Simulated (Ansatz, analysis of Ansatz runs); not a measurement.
**Can an added hole hop between O atoms in BiClO (P4/nmm)?**

Question: does an added hole stay on the O atom where it is started in BiClO (P4/nmm), and if so, how high is the barrier for a hop to another O site nearby? Model: a cell of 72 host atoms.

Main program and level: Ansatz 0.2.0; plane-wave PAW DFT, PBEsol+U; relaxation of all atoms of a supercell at fixed charge in a uniform background; PAW set soft_1.

Report form: the programs' logs are mostly left out.

In doubt: warnings of the run leave room for a lower electronic state (step 3), so energies may not be the lowest and differences between runs may mislead.

**1. Set-up**

The cell holds 72 atoms: 24 Bi, 24 Cl and 24 O. Its edges and angles: a = 11.637 Å, b = 8.674 Å, c = 14.736 Å, α = 90.0°, β = 90.0°, γ = 63.4°. It derives from BiClO (space group P4/nmm). Nearest the centre at fractional (0.417, 0.750, 0.500): Bi25 at 1.26 Å, O24 at 1.94 Å, O46 at 1.94 Å, O45 at 1.94 Å, O48 at 1.94 Å, Cl43 at 2.58 Å, Bi63 at 3.02 Å, Bi16 at 3.02 Å.

Hubbard terms: O p 8.0 eV. They were chosen, not fitted, to curb self-interaction in the shells named, the trial site's among them. The two sites are O46 and O45. The cell's shortest repeat is 8.7 Å.

**2. The cell without the carrier**

The neutral cell is relaxed first, from small random displacements, so that bond lengths and moments with the carrier can be set beside those of a relaxed cell without it.

Contents of neutral.relax/input.yaml:

```yaml
crystal:
  lattice:
    - [11.63745369, 0.0, 0.0]
    - [3.87915123, 7.75830246, 0.0]
    - [0.0, 0.0, 14.7360218]
  atoms:
    - { symbol: Bi, position: [0.083333, 0.75, 0.414397] }
    - { symbol: Bi, position: [0.25, 0.25, 0.414397] }
    - { symbol: Bi, position: [0.0, 0.5, 0.085603] }
    - { symbol: Bi, position: [0.166667, 0.0, 0.085603] }
    - { symbol: Cl, position: [0.0, 0.5, 0.324825] }
    - { symbol: Cl, position: [0.166667, 0.0, 0.324825] }
    - { symbol: Cl, position: [0.083333, 0.75, 0.175175] }
    - { symbol: Cl, position: [0.25, 0.25, 0.175175] }
[... 60 atom lines left out ...]
    - { symbol: O, position: [0.666667, 0.0, 0.5] }
    - { symbol: O, position: [0.833333, 0.5, 0.5] }
    - { symbol: O, position: [0.75, 0.25, 0.5] }
    - { symbol: O, position: [0.916667, 0.75, 0.5] }
basis:
  ecutwfc: 420
  xc_grid: 2
hamiltonian:
  xc: pbesol
  hubbard:
    sites: [{ species: O, l: p, u_eff: 8.0 }]
    projectors: ortho-atomic
  pseudopotentials: { kind: paw, azcp: { folder: soft_1 }, xc_functional: pbe }
kpoints:
  mp_grid: { grid: [1, 1, 1] }
scf:
  occupations: { method: fermi_dirac, width: 0.01 }
  max_iter: 120
  lower_state_search: "off"
output:
  forces: true
relax:
  f_tol: 0.02
  max_steps: 70
  random_displacement: { amplitude: 0.04, seed: 2370 }
checkpoint:
  write: "../neutral.relax.run"
  compress: false
  write_wavefunctions: true
  write_every: 100000
```

Run with:

```sh
> ansatz run input.yaml --threads 8 --pin off --max-ram 17899MiB --backend cpu --events-out ev --progress --plain --runs-dir out
```

Run time: 44 s. Hardware: 8 threads of Arm Neoverse V2, shared host; peak memory 1.9 GiB; 5.3 min of CPU time.

The largest displacement from an ideal site is 0.036 Å.

**3. The hole on the first site**

The nearest neighbour or neighbours of the site start displaced and the site's starting moment is changed by the carrier's spin, since a carrier doesn't trap itself in the undistorted lattice.

Contents of A.relax/input.yaml:

```yaml
crystal:
  lattice:
    - [11.63745369, 0.0, 0.0]
    - [3.87915123, 7.75830246, 0.0]
    - [0.0, 0.0, 14.7360218]
  atoms:
    - { symbol: Bi, position: [0.08446, 0.748291, 0.416397] }
    - { symbol: Bi, position: [0.251054, 0.248477, 0.41638] }
    - { symbol: Bi, position: [-0.000426, 0.500685, 0.082978] }
    - { symbol: Bi, position: [0.166303, 0.000707, 0.083] }
    - { symbol: Cl, position: [0.000636, 0.49913, 0.324404] }
    - { symbol: Cl, position: [0.167215, -0.000878, 0.324491] }
    - { symbol: Cl, position: [0.083327, 0.750159, 0.174964] }
    - { symbol: Cl, position: [0.250299, 0.24978, 0.174939] }
[... 60 atom lines left out ...]
    - { symbol: O, position: [0.667386, -0.001126, 0.500067] }
    - { symbol: O, position: [0.834122, 0.498808, 0.500058] }
    - { symbol: O, position: [0.750708, 0.248889, 0.499681] }
    - { symbol: O, position: [0.9174, 0.748854, 0.499756] }
total_charge: 1
basis:
  ecutwfc: 420
  xc_grid: 2
hamiltonian:
  xc: pbesol
  hubbard:
    sites: [{ species: O, l: p, u_eff: 8.0 }]
    projectors: ortho-atomic
  pseudopotentials: { kind: paw, azcp: { folder: soft_1 }, xc_functional: pbe }
kpoints:
  mp_grid: { grid: [1, 1, 1] }
magnetization:
  spin_polarized: true
  initial_magnetization: 1
  spin_locking: { lock_magnetization: hard }
scf:
  occupations: { method: fermi_dirac, width: 0.01 }
  max_iter: 120
  lower_state_search: "off"
output:
  forces: true
relax:
  f_tol: 0.015
  max_steps: 70
  escape_saddle: false
checkpoint:
  write: "../A.relax.run"
  compress: false
  write_wavefunctions: true
  write_every: 100000
```

Run time: 9.8 min. Hardware: 8 threads; peak memory 3.1 GiB.

Relaxation path:

| step | energy less that of the first step (eV) | largest force component (eV/Å) |
| --- | --- | --- |
| 1 | 0.0000 | 0.5726 |
| 2 | 0.0404 | 0.8900 |
| 3 | -0.1555 | 0.1770 |
| 4 | -0.1751 | 0.1148 |
| 5 | -0.1823 | 0.1026 |
| 6 | -0.1907 | 0.0474 |
| 7 | -0.1932 | 0.0458 |
| 8 | -0.1952 | 0.1121 |
| 9 | -0.2006 | 0.1054 |
| 10 | -0.2056 | 0.0497 |
| 11 | -0.2089 | 0.0443 |
| 12 | -0.2108 | 0.0476 |
| 13 | -0.2079 | 0.1644 |
| 14 | -0.2154 | 0.0299 |
| 15 | -0.2175 | 0.0540 |
| 16 | -0.2196 | 0.0311 |
| 17 | -0.2196 | 0.0868 |
| 18 | -0.2213 | 0.0438 |
| 19 | -0.2219 | 0.0461 |
| 20 | -0.2111 | 0.2612 |
| 21 | -0.2223 | 0.0165 |
| 22 | -0.2224 | 0.0097 |

Relaxation steps 2, 13, 20 were tried and not accepted.

The atoms that moved most (Å):

| atom | dx | dy | dz | length |
| --- | --- | --- | --- | --- |
| Bi39 | 0.059 | -0.194 | 0.066 | 0.213 |
| O46 | -0.031 | 0.121 | 0.108 | 0.165 |
| O24 | 0.000 | 0.097 | -0.089 | 0.131 |
| Cl54 | -0.096 | 0.063 | -0.016 | 0.116 |
| Bi49 | -0.043 | -0.105 | -0.021 | 0.115 |
| Bi25 | -0.096 | -0.033 | -0.033 | 0.107 |
| Bi40 | -0.007 | -0.098 | -0.025 | 0.101 |
| Cl29 | -0.010 | 0.080 | 0.025 | 0.084 |

The moves above count from the input, in which the site's nearest neighbours were already displaced; the distances below compare with the cell without the carrier.

Distances from O46 without and with the hole:

| atom | without (Å) | with (Å) |
| --- | --- | --- |
| Bi39 | 2.29 | 2.41 |
| Bi25 | 2.30 | 2.45 |
| Bi63 | 2.30 | 2.42 |
| Bi26 | 2.30 | 2.73 |
| O24 | 2.74 | 2.71 |
| O48 | 2.74 | 2.71 |
| O71 | 2.74 | 2.80 |
| O47 | 2.74 | 2.79 |

The largest changes of the moments are 0.87 μB on O46, 0.02 μB on Cl43 and 0.01 μB on Cl54. The largest part sits on the chosen site.

**4. The hole on the second site**

The same start is made on the second site, to get the end of the hop.

Contents of B.relax/input.yaml:

```yaml
crystal:
  lattice:
    - [11.63745369, 0.0, 0.0]
    - [3.87915123, 7.75830246, 0.0]
    - [0.0, 0.0, 14.7360218]
  atoms:
    - { symbol: Bi, position: [0.08446, 0.748291, 0.416397] }
    - { symbol: Bi, position: [0.243836, 0.270131, 0.409051] }
[... 21 atom lines left out ...]
    - { symbol: O, position: [0.250699, 0.74883, 0.49973] }
    - { symbol: Bi, position: [0.424919, 0.726852, 0.40907] }
[... 17 atom lines left out ...]
    - { symbol: Cl, position: [0.417233, 0.749013, 0.675329] }
[... 1 atom line left out ...]
    - { symbol: O, position: [0.334126, -0.001195, 0.5001], spin: 1.0 }
    - { symbol: O, position: [0.500694, 0.498882, 0.500132] }
[... 1 atom line left out ...]
    - { symbol: O, position: [0.584178, 0.748762, 0.49968] }
[... 23 atom lines left out ...]
    - { symbol: O, position: [0.9174, 0.748854, 0.499756] }
total_charge: 1
basis:
  ecutwfc: 420
  xc_grid: 2
hamiltonian:
  xc: pbesol
  hubbard:
    sites: [{ species: O, l: p, u_eff: 8.0 }]
    projectors: ortho-atomic
  pseudopotentials: { kind: paw, azcp: { folder: soft_1 }, xc_functional: pbe }
kpoints:
  mp_grid: { grid: [1, 1, 1] }
magnetization:
  spin_polarized: true
  initial_magnetization: 1
  spin_locking: { lock_magnetization: hard }
scf:
  occupations: { method: fermi_dirac, width: 0.01 }
  max_iter: 120
  lower_state_search: "off"
output:
  forces: true
relax:
  f_tol: 0.015
  max_steps: 70
  escape_saddle: false
checkpoint:
  write: "../B.relax.run"
  compress: false
  write_wavefunctions: true
  write_every: 100000
```

Run time: 9.3 min. Hardware: 8 threads; peak memory 3.1 GiB.

Distances from O45 without and with the hole:

| atom | without (Å) | with (Å) |
| --- | --- | --- |
| Bi16 | 2.29 | 2.42 |
| Bi2 | 2.30 | 2.44 |
| Bi40 | 2.30 | 2.42 |
| Bi25 | 2.30 | 2.73 |
| O23 | 2.74 | 2.71 |
| O47 | 2.74 | 2.71 |
| O48 | 2.74 | 2.80 |
| O24 | 2.74 | 2.79 |

The largest changes of the moments are 0.87 μB on O45, 0.02 μB on Cl20 and 0.01 μB on Cl53. The largest part sits on the chosen site.

**5. Points on the line between the two structures**

All atoms move on the straight line between the two relaxed structures, 10.18 amu^1/2 Å long in mass-weighted terms. Each point starts from the state of the point before, once from either end, so that both localised states can be followed; the midpoint is also started with the carrier shared.

Contents of A.x0500/input.yaml:

```yaml
crystal:
  lattice:
    - [11.63745369, 0.0, 0.0]
    - [3.87915123, 7.75830246, 0.0]
    - [0.0, 0.0, 14.7360218]
  atoms:
    - { symbol: Bi, position: [0.085976, 0.747785, 0.417214] }
    - { symbol: Bi, position: [0.244013, 0.259896, 0.412063] }
[... 21 atom lines left out ...]
    - { symbol: O, position: [0.2482, 0.756527, 0.497647] }
    - { symbol: Bi, position: [0.417889, 0.742162, 0.407149] }
[... 17 atom lines left out ...]
    - { symbol: Cl, position: [0.414794, 0.752109, 0.673101] }
[... 1 atom line left out ...]
    - { symbol: O, position: [0.33164, 0.00632, 0.502533] }
    - { symbol: O, position: [0.497664, 0.505673, 0.502241], spin: 1.0 }
[... 1 atom line left out ...]
    - { symbol: O, position: [0.5846, 0.749042, 0.499532] }
[... 23 atom lines left out ...]
    - { symbol: O, position: [0.918538, 0.745811, 0.500107] }
total_charge: 1
basis:
  ecutwfc: 420
  xc_grid: 2
hamiltonian:
  xc: pbesol
  hubbard:
    sites: [{ species: O, l: p, u_eff: 8.0 }]
    projectors: ortho-atomic
  pseudopotentials: { kind: paw, azcp: { folder: soft_1 }, xc_functional: pbe }
kpoints:
  mp_grid: { grid: [1, 1, 1] }
magnetization:
  spin_polarized: true
  initial_magnetization: 1
  spin_locking: { lock_magnetization: hard }
scf:
  occupations: { method: fermi_dirac, width: 0.01 }
  max_iter: 120
  lower_state_search: "off"
output:
  forces: true
  eigenvalues: true
  eigenstates: { localisation: true }
  write_density: true
  write_potential: true
  volumetric_format: npy
checkpoint:
  read: "../A.x0375.run"
  write: "../A.x0500.run"
  compress: false
  write_wavefunctions: true
  write_every: 100000
```

It took 35 s on 8 threads; peak memory 3 GiB; 4.5 min of CPU time.

From eigenstates.tsv, first k-point; energies on the run's zero. The participation number counts the atoms that a state is spread over, of 72; bands count from 0.

| spin | band | energy (eV) | occupation | participation | largest share on | share |
| --- | --- | --- | --- | --- | --- | --- |
| down | 329 | 7.187 | 1.00 | 21.7 | Cl18 | 0.11 |
| down | 330 | 7.203 | 1.00 | 21.0 | Cl56 | 0.09 |
| down | 331 | 7.211 | 1.00 | 23.6 | Cl67 | 0.11 |
| down | 332 | 7.305 | 1.00 | 29.0 | Cl41 | 0.05 |
| down | 333 | 7.349 | 1.00 | 21.8 | Cl8 | 0.09 |
| down | 334 | 7.365 | 1.00 | 19.5 | Cl42 | 0.09 |
| down | 335 | 8.799 | 0.00 | 2.9 | O46 | 0.57 |
| down | 336 | 10.523 | 0.00 | 52.9 | Bi25 | 0.04 |
| down | 337 | 10.736 | 0.00 | 53.7 | Bi64 | 0.03 |
| down | 338 | 11.032 | 0.00 | 51.6 | Bi61 | 0.04 |
| down | 339 | 11.251 | 0.00 | 43.2 | Bi26 | 0.07 |
| up | 330 | 7.186 | 1.00 | 22.7 | Cl18 | 0.10 |
| up | 331 | 7.201 | 1.00 | 22.9 | Cl17 | 0.08 |
| up | 332 | 7.206 | 1.00 | 24.9 | Cl67 | 0.11 |
| up | 333 | 7.301 | 1.00 | 29.1 | Cl6 | 0.05 |
| up | 334 | 7.350 | 1.00 | 19.7 | Cl8 | 0.09 |
| up | 335 | 7.367 | 1.00 | 18.3 | Cl42 | 0.10 |
| up | 336 | 10.509 | 0.00 | 50.8 | Bi26 | 0.05 |
| up | 337 | 10.730 | 0.00 | 53.0 | Bi63 | 0.03 |
| up | 338 | 11.019 | 0.00 | 49.5 | Bi61 | 0.04 |
| up | 339 | 11.229 | 0.00 | 39.8 | Bi26 | 0.08 |
| up | 340 | 11.330 | 0.00 | 50.6 | Bi2 | 0.04 |

Under PBEsol+U (8 eV) at the zone centre alone, the highest filled state is spin up, spread over 18 of 72 atoms, and the lowest empty one, 1.43 eV above it, is spin down, spread over 3 of 72 atoms.

The largest moments in the atoms' spheres: O46 0.80, Cl30 0.03, Cl43 0.02, Cl54 0.02, O71 0.01, O24 0.01 μB.

Spin density in the ac plane at fractional y = 0.750, through the centre, with atoms of Bi and Cl and O within 0.45 Å of it.

Values in units of 1e-3 e/Å³, 13 rows by 16 columns, each cell a mean:
```
 0.0  0.0  0.0  0.0  0.2  0.0  0.0  0.0  0.0  0.0  0.0  0.0  0.0  0.0  0.0  0.0
 0.0  0.0  0.0  0.0  0.0  0.0  0.0  0.0  0.0  0.0  0.0  0.0  0.0  0.0  0.0  0.0
 0.0  0.0  0.0  0.0  0.0  0.1  0.4  0.2  0.0  0.0  0.0  0.0  0.0  0.0  0.0  0.0
 0.1  0.0  0.0  0.0  0.0  0.8  6.4  3.1  0.1  0.0  0.0  0.1  0.0 -0.1  0.0  0.0
 0.0  0.1  0.1  0.0  0.1  1.0  6.9  4.2  0.3  0.1  0.0 -0.3  0.1  0.0  0.0  0.0
 0.0  0.0  0.0  0.0  0.7  0.1  0.1  0.0  0.1  0.1  0.1  0.0  0.0  0.0  0.1  0.0
 0.0  0.0 -0.1  4.8  8.1  0.5 -1.7 -1.2  0.8  2.3  1.0  0.0 -0.1  0.0  0.5  0.4
 0.3  0.0  0.0  0.0  0.0  0.6 -0.1  0.1  0.2  0.0  0.0  0.0  0.0  0.0  0.0  0.0
 0.0  0.2  0.1  0.0 -0.1  0.1  1.4  0.5 -0.2  0.1  0.0  0.0  0.0  0.0  0.1  0.0
 0.0  0.1  0.0  0.0  0.0  0.0  0.0  0.0  0.0  0.1  0.0  0.0  0.0  0.0  0.1  0.0
 0.2  0.2  0.1  0.0  0.0  0.0 -0.1 -0.1  0.0  0.0  0.0  0.0  0.0  0.0  0.0  0.0
 0.0  0.1  0.1  0.0  0.0  0.0 -0.1  0.0  0.0  0.0  0.0  0.0  0.0  0.0  0.0  0.0
 0.0  0.0  0.0  0.2  0.1  0.0  0.0  0.0  0.0  0.0  0.0  0.0  0.0  0.0  0.0  0.0
```
Columns run along a (11.6 Å), rows up along c (14.7 Å). Atoms in or near the plane, at fractional coordinates: Bi at (0.09, 0.42), Cl at (0.08, 0.18), O at (0.25, 0.00), Bi at (0.08, 0.92), Cl at (0.09, 0.68), O at (0.25, 0.50), Bi at (0.42, 0.41), Cl at (0.42, 0.18), O at (0.58, 0.00), Bi at (0.42, 0.92), Cl at (0.41, 0.67), O at (0.58, 0.50), Bi at (0.75, 0.42), Cl at (0.75, 0.18) and more.

Valence density in the ac plane at fractional y = 0.750, through the centre, with atoms of Bi and Cl and O within 0.45 Å of it. It is the smooth field of the valence electrons, not physical close to the nuclei.

Ten steps, logarithmic in the rise over the least value, from '0' (0.0 e/Å³) to '9' (6.8 e/Å³), each cell a mean:
```
456654579854566545798545665458985
689986334336899863343368998633433
589985211125899853111258998521112
245542100012455421000124554210001
011110000000111100000001111000000
122221000001222210000012222100000
356653200013566531000135665310001
566665310135666653101356666521012
466664210124666642101246666421012
233332111112344321111123333211111
110011345431100113454311001134553
321123589863111135898632111358986
456754589854455435798545665457885
589986434335899853343368998633333
589985311136899863111258998521112
245542100013566531000124554210001
011110000001122110000001111000000
122221000001233210000012222100000
356653100013566542000135665420001
566665310135666653101256666531012
466664210124666642101246666421012
233332111112333321111123333211111
110011345431100013454311001134543
321113689863211135898631111358986
```
Columns run along a (11.6 Å), rows up along c (14.7 Å). Atoms in or near the plane, at fractional coordinates: Bi at (0.09, 0.42), Cl at (0.08, 0.18), O at (0.25, 0.00), Bi at (0.08, 0.92), Cl at (0.09, 0.68), O at (0.25, 0.50), Bi at (0.42, 0.41), Cl at (0.42, 0.18), O at (0.58, 0.00), Bi at (0.42, 0.92), Cl at (0.41, 0.67), O at (0.58, 0.50), Bi at (0.75, 0.42), Cl at (0.75, 0.18) and more.

Electrostatic potential energy in the ac plane at fractional y = 0.750, through the centre, with atoms of Bi and Cl and O within 0.45 Å of it. With pseudopotentials it is smooth inside the atoms' cores, unlike the true potential.

Ten even steps from '0' (-45 eV) to '9' (14 eV), each cell a mean:
```
753357853487533578535775335785348
400004899984000048999840000489998
510015899985100158999851001589998
875578999998755789999987557899999
999999999999999999999999999999999
999999999999999999999999999999999
975569999999755799999996557999999
732227999997322379999973223799999
853358999998533589999985335899999
999999999999988999999999999999999
999999998999999999988999999998889
998899842389999998313799889983237
753347743488655688534775335785358
410004899985100158999840000489998
520015899984100148999851001589998
876578999997544579999987557899999
999999999999988999999999999999999
999999999999999999999999999999999
965569999999644699999997556999999
732237999997322379999973223799999
853358999998633589999985335899999
999999999999999999999999999999999
999999998899999999989999999999889
998899731379988998313799889983237
```
Columns run along a (11.6 Å; values clipped at the 3rd and 97th percentile), rows up along c (14.7 Å). Atoms in or near the plane, at fractional coordinates: Bi at (0.09, 0.42), Cl at (0.08, 0.18), O at (0.25, 0.00), Bi at (0.08, 0.92), Cl at (0.09, 0.68), O at (0.25, 0.50), Bi at (0.42, 0.41), Cl at (0.42, 0.18), O at (0.58, 0.00), Bi at (0.42, 0.92), Cl at (0.41, 0.67), O at (0.58, 0.50), Bi at (0.75, 0.42), Cl at (0.75, 0.18) and more.

Free energies from the first end:

| started from | fraction | energy (eV) | moment change on O46 (μB) | on O45 (μB) |
| --- | --- | --- | --- | --- |
| first site | 0 | 0.000 | 0.87 | 0.00 |
| first site | 0.125 | 0.042 | 0.86 | 0.00 |
| first site | 0.25 | 0.159 | 0.84 | 0.00 |
| first site | 0.375 | 0.345 | 0.83 | 0.00 |
| first site | 0.5 | 0.592 | 0.80 | 0.00 |
| first site | 0.625 | 0.893 | 0.76 | 0.00 |
| second site | 0.875 | 0.041 | 0.00 | 0.86 |
| second site | 0.75 | 0.158 | 0.00 | 0.84 |
| second site | 0.625 | 0.343 | 0.00 | 0.82 |
| second site | 0.5 | 0.586 | 0.01 | 0.80 |
| second site | 0.375 | 0.878 | 0.01 | 0.75 |
| shared | 0.5 | 0.586 | 0.01 | 0.80 |
| second site | 1 | 0.000 | 0.00 | 0.87 |

**6. What came out**

* barrier forward: 0.59 eV
* barrier backward: 0.59 eV
* distance of the two sites without the carrier: 3.88 Å
* carrier at the midpoint: on one site

**Reading.** On this line the hole must cross 0.59 eV to hop 3.88 Å; both ends have the same energy within 0.005 eV. At the midpoint the lowest state found keeps the carrier on one site, so the two localised curves cross in a cusp. This suggests weak coupling and a hop slower than the barrier alone implies, though U itself penalises the shared state. The start with the carrier shared fell onto one site. With an assumed attempt frequency of 1e13 per second the rate at 300 K would be 1e+03 per second for this barrier, if every crossing succeeded. A straight line need not be the lowest path, so the true barrier at this U can be lower, or higher if the ends can still break their symmetry; the top can also fall between the computed points, which would raise it. A shorter hop, 2.74 Å to O24, was not computed. No run compares the localised hole with one spread in the band, so its binding is unknown and the barrier may exceed it. The program's search for lower electronic states was switched off in all runs, so that each state is followed; none is shown to be the lowest at its structure. No image-charge correction is applied; it nearly cancels along the line while the charge stays localised. What this leaves open: sampling at the zone centre alone can move energies of charged and open-shell states by tenths of an eV or more in cells of this size; the images are only 8.7 Å apart; gap and trapping depend on the U chosen (O p 8.0 eV); spin–orbit coupling, which can matter with heavy atoms, is left out.

[Logs are printed without paths, hosts, clocks, repeated set-up lines and the standing remarks that a program may print on its own settings, such as how far it seeks lower states.]

[Hosts, paths, dates, database ids (printed as entryN), source tags and the programs' standing remarks are cut or masked in the printed files.]
